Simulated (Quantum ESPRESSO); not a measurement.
## Near-edge structure at the N K edge of BN (Qingsongite, F-43m)

Aim: the near-edge shape at the N K edge of BN (Qingsongite, F-43m), and what the core hole does to it.

Program: Quantum ESPRESSO 7.5. Level of theory: X-ray absorption near-edge structure, plane-wave PAW LDA, one-electron final states by a Lanczos continued fraction. Results are calculated unless marked as measured.

Most raw output is cut from this account.

## 1. Starting point

The structure is cubic, space group F-43m (No. 216). Conventional cell: a = 3.615 Å, b = 3.615 Å, c = 3.615 Å, α = 90.00°, β = 90.00°, γ = 90.00°. Nearest to N lie 4 B at 1.57 Å. Nearest to B lie 4 N at 1.57 Å. Farther neighbours and most contacts between anions are not listed.

## 2. Ground state of the crystal

The ground state comes first: it tells whether the system has a gap, which decides how the excited electron is treated.

scf.in

```
&control
   calculation='scf', prefix='x', pseudo_dir='../pp', outdir='tmp', tprnfor=.true.
/
&system
   ibrav=0, nat=2, ntyp=2, nbnd=8
   ecutwfc=46, ecutrho=370
   occupations='smearing', smearing='mv', degauss=0.015
/
&electrons
   conv_thr=2.0e-08, electron_maxstep=120
   mixing_beta=0.5
/
ATOMIC_SPECIES
Na 1.0 N.lda-n-kjpaw.UPF
B 1.0 B.lda-n-kjpaw.UPF
CELL_PARAMETERS angstrom
  0.00000000 1.80750000 1.80750000
  1.80750000 0.00000000 1.80750000
  1.80750000 1.80750000 0.00000000
ATOMIC_POSITIONS crystal
Na   0.75000000 0.75000000 0.75000000
B    0.00000000 0.00000000 0.00000000
K_POINTS automatic
13 13 13 0 0 0
```

N.lda-n-kjpaw.ld1.in

```
&input
   title='N', zed=7., rel=1, iswitch=3, dft='PZ',
   config='[He] 2s2 2p3'
/
&inputp
   file_pseudopw='N.lda-n-kjpaw.UPF', author='',
   lpaw=.true.,
   pseudotype=3,
   lloc=-1,
   rcloc=1.2,
   which_augfun='PSQ',
   rmatch_augfun_nc=.true.,
   nlcc=.true.,
   new_core_ps=.true.,
   rcore=0.7,
   tm=.true.,
   lgipaw_reconstruction=.true., use_paw_as_gipaw=.true.
/
4
2S  1  0  2.00  0.00  1.00  1.30  0.0
2S  1  0  0.00  2.00  1.00  1.30  0.0
2P  2  1  3.00  0.00  0.90  1.35  0.0
2P  2  1  0.00  0.05  0.90  1.35  0.0
```

B.lda-n-kjpaw.ld1.in

```
&input
   title='B', zed=5., rel=1, iswitch=3, dft='PZ',
   config='[He] 2s2 2p1'
/
&inputp
   file_pseudopw='B.lda-n-kjpaw.UPF', author='',
   lpaw=.true.,
   pseudotype=3,
   lloc=-1,
   rcloc=1.2,
   which_augfun='PSQ',
   rmatch_augfun_nc=.true.,
   nlcc=.true.,
   new_core_ps=.true.,
   rcore=0.9,
   tm=.true.,
   lgipaw_reconstruction=.true., use_paw_as_gipaw=.true.
/
4
2S  1  0  2.00  0.00  1.00  1.20  0.0
2S  1  0  0.00  3.00  1.00  1.20  0.0
2P  2  1  1.00  0.00  1.00  1.40  0.0
2P  2  1  0.00  1.50  1.00  1.40  0.0
```

On the command line:

```
> OMP_NUM_THREADS=1 mpirun --oversubscribe --bind-to none -np 8 pw.x -nk 8 -in scf.in > scf.out
```

Wall time 1.4 s (8 MPI ranks of Arm Neoverse V2, shared host); peak memory 0.05 GiB.

Absorbing atoms carry a label of their own (element plus a letter or digit), as the spectrum program needs them as separate species.

The mesh shows a gap of 4.45 eV, so the hole is first treated in a charged cell, without the excited electron.

## 3. Spectrum without a core hole, N atom 1

Without a hole the spectrum is the empty density of states of the right symmetry on the absorber, weighted by matrix elements. It needs only the small cell and serves as the baseline.

The absorber has 4 B at 1.57 Å (tetrahedral, site symmetry -43m).

xspectra.in

```
&input_xspectra
   calculation='xanes_dipole', edge='K'
   prefix='x', outdir='tmp', xiabs=1, xe0=13.13
   xonly_plot=.false., x_save_file='xanes.sav'
   xniter=3000, xcheck_conv=20, xerror=0.005
   xcoordcrys=.false., xepsilon(1)=1, xepsilon(2)=0, xepsilon(3)=0
/
&plot
   xnepoint=413, xemin=-10, xemax=45, terminator=.true., cut_occ_states=.true.
   xgamma=0.4
/
&pseudos
   filecore='../N.wfc'
/
&cut_occ
   cut_desmooth=0.1, cut_stepl=0.05, cut_stepu=0.05, cut_ierror=1e-5
/
11 11 11 0 0 0
```

On the command line:

```
> OMP_NUM_THREADS=1 mpirun --oversubscribe --bind-to none -np 8 xspectra.x -nk 8 -in xspectra.in > xspectra.out
```

It took 6.1 s on 8 MPI ranks; peak memory 0.11 GiB; 48 s of CPU time.

The N K spectrum, N atom 1, no core hole (energy from the lowest empty level; intensity scaled to a mean of 1 over the first 20 eV; the points at xe0, where the cut of filled states can leave a spike, are interpolated):

```
E (eV)  intensity
  -2.0       0.02
  -1.5       0.03
  -1.0       0.03
  -0.5       0.04
   0.0       0.05
   0.5       0.06
   1.0       0.09
   1.5       0.12
   2.0       0.18
   2.5       0.25
   3.0       0.30
   3.5       0.46
   4.0       0.58
   4.5       0.80
   5.0       0.95
   5.5       0.86
   6.0       0.91
   6.5       1.13
   7.0       1.21
   7.5       1.39
   8.0       1.65
   8.5       1.86
   9.0       1.79
   9.5       2.17
  10.0       2.58
  10.5       2.62
  11.0       1.99
  11.5       1.53
  12.0       1.59
  12.5       1.11
  13.0       0.92
  13.5       0.98
  14.0       1.23
  14.5       1.62
  15.0       2.16
  15.5       1.63
  16.0       1.00
  16.5       0.59
  17.0       0.37
  17.5       0.36
  18.0       0.30
  18.5       0.20
  19.0       0.17
  19.5       0.19
  20.0       0.23
  20.5       0.34
  21.0       0.57
  21.5       0.68
  22.0       0.84
  22.5       0.78
  23.0       0.49
  23.5       0.47
  24.0       0.48
  24.5       0.34
  25.0       0.28
  25.5       0.28
  26.0       0.19
  26.5       0.17
  27.0       0.17
  27.5       0.16
  28.0       0.16
  28.5       0.18
  29.0       0.22
  29.5       0.24
  30.0       0.20
  30.5       0.17
  31.0       0.12
  31.5       0.13
  32.0       0.16
```

Main maxima below 24 eV (height): 5.1 eV (0.96), 8.7 eV (1.89), 10.3 eV (2.70), 11.9 eV (1.60), 15.0 eV (2.17) and 22.1 eV (0.85). A K edge sees empty p states; a tetrahedral site has σ* states alone, so there is no π* peak.

## 4. Another broadening

The final state's lifetime shortens with energy, so measured features broaden above the edge; the saved Lanczos coefficients are redrawn with a width that grows.

xspectra_plot.in

```
&input_xspectra
   calculation='xanes_dipole', edge='K'
   prefix='x', outdir='tmp', xiabs=1, xe0=13.13
   xonly_plot=.true., x_save_file='xanes.sav'
   xniter=3000, xcheck_conv=20, xerror=0.005
   xcoordcrys=.false., xepsilon(1)=1, xepsilon(2)=0, xepsilon(3)=0
/
&plot
   xnepoint=413, xemin=-10, xemax=45, terminator=.true., cut_occ_states=.true.
   gamma_mode='variable', gamma_energy(1)=4, gamma_energy(2)=25, gamma_value(1)=0.3, gamma_value(2)=2.5
/
&pseudos
   filecore='../N.wfc'
/
&cut_occ
   cut_desmooth=0.1, cut_stepl=0.05, cut_stepu=0.05, cut_ierror=1e-5
/
11 11 11 0 0 0
```

On the command line:

```
> OMP_NUM_THREADS=1 xspectra.x -in xspectra_plot.in > xspectra_plot.out
```

The job ended after 7.8 s (1 MPI rank; peak memory 0.13 GiB).

With a Lorentzian half width 0.3 eV up to 4 eV, rising linearly to 2.5 eV at 25 eV (counted from xe0, 2.2 eV below the zero used here), the maxima are 10.1 eV (2.03), 14.5 eV (1.28) and 21.7 eV (0.54).

## 5. Reference energy of the supercell

The photon energy needs a difference of total energies, so the cell and mesh of the coming hole run are first run without a hole.

scf.in

```
&control
   calculation='scf', prefix='x', pseudo_dir='../pp', outdir='tmp', tprnfor=.true.
/
&system
   ibrav=0, nat=16, ntyp=2, nbnd=36
   ecutwfc=46, ecutrho=370
   occupations='fixed'
/
&electrons
   conv_thr=1.6e-07, electron_maxstep=120
   mixing_beta=0.5
/
ATOMIC_SPECIES
N 1.0 N.lda-n-kjpaw.UPF
B 1.0 B.lda-n-kjpaw.UPF
CELL_PARAMETERS angstrom
  0.00000000 3.61500000 3.61500000
  3.61500000 0.00000000 3.61500000
  3.61500000 3.61500000 0.00000000
ATOMIC_POSITIONS crystal
N    0.37500000 0.37500000 0.37500000
N    0.37500000 0.37500000 0.87500000
N    0.37500000 0.87500000 0.37500000
N    0.87500000 0.37500000 0.37500000
N    0.37500000 0.87500000 0.87500000
N    0.87500000 0.37500000 0.87500000
N    0.87500000 0.87500000 0.37500000
N    0.87500000 0.87500000 0.87500000
B    0.00000000 0.00000000 0.00000000
B    0.00000000 0.00000000 0.50000000
B    0.00000000 0.50000000 0.00000000
B    0.50000000 0.00000000 0.00000000
B    0.00000000 0.50000000 0.50000000
B    0.50000000 0.00000000 0.50000000
B    0.50000000 0.50000000 0.00000000
B    0.50000000 0.50000000 0.50000000
K_POINTS automatic
4 4 4 0 0 0
```

On the command line:

```
> OMP_NUM_THREADS=1 mpirun --oversubscribe --bind-to none -np 8 pw.x -nk 8 -in scf.in > scf.out
```

Run time: 4.6 s. Hardware: 8 MPI ranks; peak memory 0.1 GiB.

Reference energy: -17222.659 eV with the cores included.

## 6. The atom with a core hole

The frozen core must hold the hole, so the absorber gets a data set of its own.

N.lda-n-kjpaw-1sch.ld1.in

```
&input
   title='N', zed=7., rel=1, iswitch=3, dft='PZ',
   config='1s1 2s2 2p4'
/
&inputp
   file_pseudopw='N.lda-n-kjpaw-1sch.UPF', author='',
   lpaw=.true.,
   pseudotype=3,
   lloc=-1,
   rcloc=1.2,
   which_augfun='PSQ',
   rmatch_augfun_nc=.true.,
   nlcc=.true.,
   new_core_ps=.true.,
   rcore=0.7,
   tm=.true.,
   zval=6,
   lgipaw_reconstruction=.true., use_paw_as_gipaw=.true.
/
4
2S  1  0  2.00  0.00  1.00  1.30  0.0
2S  1  0  0.00  2.00  1.00  1.30  0.0
2P  2  1  4.00  0.00  0.90  1.35  0.0
2P  2  1  0.00  0.05  0.90  1.35  0.0
```

On the command line:

```
> ld1.x < N.lda-n-kjpaw-1sch.ld1.in > N.lda-n-kjpaw-1sch.ld1.out
```

The job ended after 0.6 s (1 MPI rank; peak memory 0.12 GiB).

Removing the core electron and adding it to the valence shell costs the free atom 399.6 eV.

## 7. Supercell with FCH, N atom 1

The holes are 5.1 Å apart. The excited electron is left out and a uniform background balances the charge.

scf.in, as its differences from that of step 5:

```diff
@@ -4,5 +4,6 @@
 &system
-   ibrav=0, nat=16, ntyp=2, nbnd=36
+   ibrav=0, nat=16, ntyp=3, nbnd=36
    ecutwfc=46, ecutrho=370
    occupations='fixed'
+   tot_charge=1
 /
@@ -13,2 +14,3 @@
 ATOMIC_SPECIES
+Nh 1.0 N.lda-n-kjpaw-1sch.UPF
 N 1.0 N.lda-n-kjpaw.UPF
@@ -20,3 +22,3 @@
 ATOMIC_POSITIONS crystal
-N    0.37500000 0.37500000 0.37500000
+Nh   0.37500000 0.37500000 0.37500000
 N    0.37500000 0.37500000 0.87500000
```

On the command line:

```
> OMP_NUM_THREADS=1 mpirun --oversubscribe --bind-to none -np 8 pw.x -nk 8 -in scf.in > scf.out
```

Wall time 5.9 s (8 MPI ranks); peak memory 0.1 GiB.

Energy with the hole: -16833.564 eV, cores included.

## 8. Spectrum with FCH, N atom 1

The Lanczos recursion gives the spectrum without computing empty bands; each polarisation needs a run of its own on the full k mesh. xe0 is set between filled and empty states, and states below it are cut. The file of filecore holds the core orbital, taken from the hole-free data set.

xspectra.in, as its differences from that of step 3:

```diff
@@ -2,3 +2,3 @@
    calculation='xanes_dipole', edge='K'
-   prefix='x', outdir='tmp', xiabs=1, xe0=13.13
+   prefix='x', outdir='tmp', xiabs=1, xe0=12.8812
    xonly_plot=.false., x_save_file='xanes.sav'
@@ -17,2 +17,2 @@
 /
-11 11 11 0 0 0
+6 6 6 0 0 0
```

On the command line:

```
> OMP_NUM_THREADS=1 mpirun --oversubscribe --bind-to none -np 8 xspectra.x -nk 8 -in xspectra.in > xspectra.out
```

The job ended after 35 s (8 MPI ranks; peak memory 0.09 GiB; 4.7 min of CPU time).

The N K spectrum, N atom 1, full core hole (charged cell) (energy from the lowest empty level; intensity scaled to a mean of 1 over the first 20 eV; the points at xe0, where the cut of filled states can leave a spike, are interpolated):

```
E (eV)  intensity
  -2.0       0.04
  -1.5       0.05
  -1.0       0.05
  -0.5       0.07
   0.0       0.09
   0.5       0.12
   1.0       0.19
   1.5       0.29
   2.0       0.46
   2.5       0.69
   3.0       1.03
   3.5       1.40
   4.0       1.92
   4.5       2.12
   5.0       2.50
   5.5       2.38
   6.0       2.02
   6.5       2.21
   7.0       2.27
   7.5       1.87
   8.0       1.76
   8.5       1.56
   9.0       1.41
   9.5       1.55
  10.0       1.82
  10.5       1.57
  11.0       0.83
  11.5       0.61
  12.0       0.58
  12.5       0.53
  13.0       0.55
  13.5       0.57
  14.0       0.83
  14.5       1.06
  15.0       0.92
  15.5       0.70
  16.0       0.47
  16.5       0.27
  17.0       0.20
  17.5       0.15
  18.0       0.14
  18.5       0.14
  19.0       0.11
  19.5       0.11
  20.0       0.13
  20.5       0.22
  21.0       0.44
  21.5       0.57
  22.0       0.47
  22.5       0.42
  23.0       0.37
  23.5       0.29
  24.0       0.31
  24.5       0.26
  25.0       0.22
  25.5       0.19
  26.0       0.20
  26.5       0.16
  27.0       0.13
  27.5       0.12
  28.0       0.14
  28.5       0.17
  29.0       0.17
  29.5       0.22
  30.0       0.24
  30.5       0.21
  31.0       0.16
  31.5       0.13
  32.0       0.14
```

Main maxima below 24 eV (height): 5.0 eV (2.50), 6.8 eV (2.39), 10.2 eV (1.94), 14.5 eV (1.08) and 21.4 eV (0.58). 

The hole costs E(hole) − E(ground) = 389.10 eV, and the lowest empty level of the hole cell lies at 14.86 eV, which puts the zero at 403.95 eV. One term is added: -7.76 eV, since the hole is spin-paired here and a spin-polarised one costs that much less in the free atom (computed apart). The photon energy is then 396.19 eV. The functional and the charged cell's background leave an error in such absolute values: in the free atom LDA prices this hole 3.5 eV below PBE (computed apart), and PBE is itself good to a few eV.

## 9. Another broadening

xspectra_plot.in, as its differences from that of step 4:

```diff
@@ -2,3 +2,3 @@
    calculation='xanes_dipole', edge='K'
-   prefix='x', outdir='tmp', xiabs=1, xe0=13.13
+   prefix='x', outdir='tmp', xiabs=1, xe0=12.8812
    xonly_plot=.true., x_save_file='xanes.sav'
@@ -17,2 +17,2 @@
 /
-11 11 11 0 0 0
+6 6 6 0 0 0
```

On the command line:

```
> OMP_NUM_THREADS=1 xspectra.x -in xspectra_plot.in > xspectra_plot.out
```

Run time: 2.5 s. Hardware: 1 MPI rank; peak memory 0.05 GiB.

With a Lorentzian half width 0.3 eV up to 4 eV, rising linearly to 2.5 eV at 25 eV (counted from xe0, 2.0 eV below the zero used here), the maxima are 5.1 eV (2.29) and 21.8 eV (0.36).

## 10. Reference energy of the cell

The cell and mesh change for the next run, so it gets a reference energy of its own.

scf.in

```
&control
   calculation='scf', prefix='x', pseudo_dir='../pp', outdir='tmp', tprnfor=.true.
/
&system
   ibrav=0, nat=2, ntyp=2, nbnd=8
   ecutwfc=46, ecutrho=370
   occupations='fixed'
/
&electrons
   conv_thr=2.0e-08, electron_maxstep=120
   mixing_beta=0.5
/
ATOMIC_SPECIES
N 1.0 N.lda-n-kjpaw.UPF
B 1.0 B.lda-n-kjpaw.UPF
CELL_PARAMETERS angstrom
  0.00000000 1.80750000 1.80750000
  1.80750000 0.00000000 1.80750000
  1.80750000 1.80750000 0.00000000
ATOMIC_POSITIONS crystal
N    0.75000000 0.75000000 0.75000000
B    0.00000000 0.00000000 0.00000000
K_POINTS automatic
8 8 8 0 0 0
```

On the command line:

```
> OMP_NUM_THREADS=1 mpirun --oversubscribe --bind-to none -np 8 pw.x -nk 8 -in scf.in > scf.out
```

The job ended after 1.1 s (8 MPI ranks; peak memory 0.05 GiB; 8 s of CPU time).

## 11. Cell with FCH, N atom 1

A smaller cell brings the holes closer; here they are 2.6 Å apart.

Changed against the first core-hole run: supercell atoms from 16 to 2.

scf.in, as its differences from that of step 10:

```diff
@@ -7,2 +7,3 @@
    occupations='fixed'
+   tot_charge=1
 /
@@ -13,3 +14,3 @@
 ATOMIC_SPECIES
-N 1.0 N.lda-n-kjpaw.UPF
+Nh 1.0 N.lda-n-kjpaw-1sch.UPF
 B 1.0 B.lda-n-kjpaw.UPF
@@ -20,3 +21,3 @@
 ATOMIC_POSITIONS crystal
-N    0.75000000 0.75000000 0.75000000
+Nh   0.75000000 0.75000000 0.75000000
 B    0.00000000 0.00000000 0.00000000
```

Elapsed: 1.3 s, on 8 MPI ranks; peak memory 0.05 GiB.

## 12. Spectrum with FCH, N atom 1

Changed against the first core-hole run: supercell atoms from 16 to 2.

xspectra.in, as its differences from that of step 8:

```diff
@@ -2,3 +2,3 @@
    calculation='xanes_dipole', edge='K'
-   prefix='x', outdir='tmp', xiabs=1, xe0=12.8812
+   prefix='x', outdir='tmp', xiabs=1, xe0=11.2709
    xonly_plot=.false., x_save_file='xanes.sav'
@@ -17,2 +17,2 @@
 /
-6 6 6 0 0 0
+11 11 11 0 0 0
```

On the command line:

```
> OMP_NUM_THREADS=1 mpirun --oversubscribe --bind-to none -np 8 xspectra.x -nk 8 -in xspectra.in > xspectra.out
```

It took 6 s on 8 MPI ranks; peak memory 0.11 GiB.

These settings depart from the first run's and aren't meant as converged.

Against the first run the r.m.s. difference is 42 %. Another feature, at 6.9 eV (3.55), becomes the highest below 16 eV; the one at 5.0 eV is gone.

```
E (eV)  first run  this run
  -2.0       0.04      0.04
  -0.5       0.07      0.06
   1.0       0.19      0.18
   2.5       0.69      0.59
   4.0       1.92      1.12
   5.5       2.38      2.04
   7.0       2.27      3.48
   8.5       1.56      2.21
  10.0       1.82      1.53
  11.5       0.61      0.50
  13.0       0.55      0.82
  14.5       1.06      0.38
  16.0       0.47      0.30
  17.5       0.15      0.18
  19.0       0.11      0.12
  20.5       0.22      0.33
  22.0       0.47      0.50
  23.5       0.29      0.31
  25.0       0.22      0.20
  26.5       0.16      0.13
  28.0       0.14      0.14
  29.5       0.22      0.19
  31.0       0.16      0.17
```

## 13. Supercell with FCH, N atom 1

This attempt departs from the first core-hole run: limit of SCF steps to 4.

scf.in

```
&control
   calculation='scf', prefix='x', pseudo_dir='../pp', outdir='tmp', tprnfor=.true.
/
&system
   ibrav=0, nat=16, ntyp=3, nbnd=36
   ecutwfc=46, ecutrho=370
   occupations='fixed'
   tot_charge=1
/
&electrons
   conv_thr=1.6e-07, electron_maxstep=4
   mixing_beta=0.5
/
ATOMIC_SPECIES
Nh 1.0 N.lda-n-kjpaw-1sch.UPF
N 1.0 N.lda-n-kjpaw.UPF
B 1.0 B.lda-n-kjpaw.UPF
CELL_PARAMETERS angstrom
  0.00000000 3.61500000 3.61500000
  3.61500000 0.00000000 3.61500000
  3.61500000 3.61500000 0.00000000
ATOMIC_POSITIONS crystal
Nh   0.37500000 0.37500000 0.37500000
N    0.37500000 0.37500000 0.87500000
N    0.37500000 0.87500000 0.37500000
N    0.87500000 0.37500000 0.37500000
N    0.37500000 0.87500000 0.87500000
N    0.87500000 0.37500000 0.87500000
N    0.87500000 0.87500000 0.37500000
N    0.87500000 0.87500000 0.87500000
B    0.00000000 0.00000000 0.00000000
B    0.00000000 0.00000000 0.50000000
B    0.00000000 0.50000000 0.00000000
B    0.50000000 0.00000000 0.00000000
B    0.00000000 0.50000000 0.50000000
B    0.50000000 0.00000000 0.50000000
B    0.50000000 0.50000000 0.00000000
B    0.50000000 0.50000000 0.50000000
K_POINTS automatic
4 4 4 0 0 0
```

On the command line:

```
> OMP_NUM_THREADS=1 mpirun --oversubscribe --bind-to none -np 8 pw.x -nk 8 -in scf.in > scf.out
```

Wall time 2.7 s (8 MPI ranks); peak memory 0.1 GiB.

The step limit was set too low: the run stopped before it met its threshold, however near it may have come, and gives no result to build on.

## 14. What the core hole does

Both curves are counted from their own zero, so only the shift of weight within the empty states shows.

```
E (eV)  no hole   FCH
  -2.0     0.02  0.04
  -1.0     0.03  0.05
   0.0     0.05  0.09
   1.0     0.09  0.19
   2.0     0.18  0.46
   3.0     0.30  1.03
   4.0     0.58  1.92
   5.0     0.95  2.50
   6.0     0.91  2.02
   7.0     1.21  2.27
   8.0     1.65  1.76
   9.0     1.79  1.41
  10.0     2.58  1.82
  11.0     1.99  0.83
  12.0     1.59  0.58
  13.0     0.92  0.55
  14.0     1.23  0.83
  15.0     2.16  0.92
  16.0     1.00  0.47
  17.0     0.37  0.20
  18.0     0.30  0.14
  19.0     0.17  0.11
  20.0     0.23  0.13
  21.0     0.57  0.44
  22.0     0.84  0.47
  23.0     0.49  0.37
  24.0     0.48  0.31
  25.0     0.28  0.22
  26.0     0.19  0.20
  27.0     0.17  0.13
  28.0     0.16  0.14
  29.0     0.22  0.17
  30.0     0.20  0.24
  31.0     0.12  0.16
  32.0     0.16  0.14
```

With each curve scaled to its own mean, the area from −2 to 6 eV with the hole is 7.2 against 2.6, and the centre of weight from −1 to 20 eV moves by -2.4 eV: the hole pulls the absorber's empty states down.

## 15. Outcome

| Quantity | Value |
| --- | --- |
| absorber and edge | N K, atom 1 of the ground-state input (counted from 1) |
| surroundings | 4 B at 1.57 Å (tetrahedral, site symmetry -43m) |
| highest intensity below 16 eV | 5.0 eV above the zero, height 2.50 |
| photon energy of the zero, with the added terms | 396.2 eV (raw 404.0 eV; LDA puts this hole about 4 eV below PBE, itself good to a few eV) |

The N K edge of atom 1, with 4 B at 1.57 Å (tetrahedral, site symmetry -43m), has its highest intensity of the first 16 eV at 5.0 eV above the zero, near 401 eV in photon energy (LDA puts this hole about 4 eV below PBE, itself good to a few eV), 2.5 times the mean level of the first 20 eV (Lorentzian half width 0.4 eV). With each curve scaled to its own mean, the area from −2 to 6 eV with the hole is 7.2 against 2.6, and the centre of weight from −1 to 20 eV moves by -2.4 eV: the hole pulls the absorber's empty states down. A cell with holes 2.6 Å apart changes the curve by 42 % r.m.s. (41 % after the best shift). The holes are only 5.1 Å apart, so the shape is probably not converged with cell size; no larger cell was run here. Lifetime broadening is put in by hand, and intensities beyond about 20 eV depend on it and on the partial waves; weight that the partial waves miss at high energy is lost. The structure is a published determination, not relaxed.

[Logs are printed without paths, hosts, clocks, repeated set-up lines and the standing remarks that a program may print on its own settings, such as how far it seeks lower states.]

[Hosts, paths, dates, database ids (printed as entryN), source tags and the programs' standing remarks are cut or masked in the printed files.]

[Lists of maxima count a maximum above −3 eV only where it reaches 4 % of the highest in the window and stands out from its surroundings by 2 % of it (1.5 % where it reaches 55 %); shoulders and weaker maxima are passed over, and of the rest the first, up to two pre-edge ones and the few strongest are named.]
